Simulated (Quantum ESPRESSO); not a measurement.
Two runs for the F K edge of atom 2 in CdF2 (Fm-3m). Run A: Quantum ESPRESSO XSpectra, PBE, full core hole (charged cell), 18-atom cell with 6.6 Å between holes, 4×4×4 k points, dipole transitions, Lorentzian half width 0.4 eV. Run B differs in one choice.

Energy from the lowest empty level; intensity scaled to a mean of 1 over the first 20 eV:

```csv
E (eV),A,B
-2.00,0.03,0.03
-1.25,0.04,0.03
-0.50,0.06,0.04
0.25,0.09,0.07
1.00,0.15,0.14
1.75,0.31,0.30
2.50,0.61,0.61
3.25,1.33,1.43
4.00,1.86,1.90
4.75,1.03,1.11
5.50,0.51,0.71
6.25,0.83,0.97
7.00,1.56,1.33
7.75,1.02,1.18
8.50,1.01,1.20
9.25,1.52,1.44
10.00,2.05,1.53
10.75,1.39,1.31
11.50,0.88,1.01
12.25,0.51,0.80
13.00,0.44,0.71
13.75,0.38,0.70
14.50,0.47,0.76
15.25,0.85,0.87
16.00,0.97,0.96
16.75,0.89,1.05
17.50,1.10,1.16
18.25,1.86,1.25
19.00,1.97,1.24
19.75,1.35,1.16
20.50,1.12,1.04
21.25,0.80,0.92
22.00,0.58,0.82
22.75,0.50,0.75
23.50,0.42,0.70
24.25,0.38,0.68
25.00,0.38,0.67
25.75,0.41,0.69
26.50,0.54,0.72
27.25,0.70,0.76
28.00,0.82,0.81
28.75,0.96,0.85
29.50,0.92,0.88
30.25,0.69,0.91
31.00,0.72,0.96
31.75,0.91,1.03
```

Q: What was changed?
a) the plane-wave cutoff
b) the radius of the reconstruction
c) the volume of the cell
d) the broadening

(d): run B changes the broadening from Lorentzian half width 0.4 eV to Lorentzian half width 0.3 eV up to 4 eV, rising linearly to 2.5 eV at 25 eV. The scaled spectrum changes by 23 % r.m.s. Another feature, at 3.9 eV (1.93), becomes the highest below 16 eV; the one at 10.1 eV (2.05) is now at 9.8 eV (1.54). Other settings could leave a like mark; this is the one that was changed.

[Banner, clock and machine lines of the logs are left out without a mark of their own.]

[Logs are printed without paths, hosts, clocks, repeated set-up lines and the standing remarks that a program may print on its own settings, such as how far it seeks lower states.]

[Hosts, paths, dates, database ids (printed as entryN), source tags and the programs' standing remarks are cut or masked in the printed files.]

[Lists of maxima count a maximum above −3 eV only where it reaches 4 % of the highest in the window and stands out from its surroundings by 2 % of it (1.5 % where it reaches 55 %); shoulders and weaker maxima are passed over, and of the rest the first, up to two pre-edge ones and the few strongest are named.]
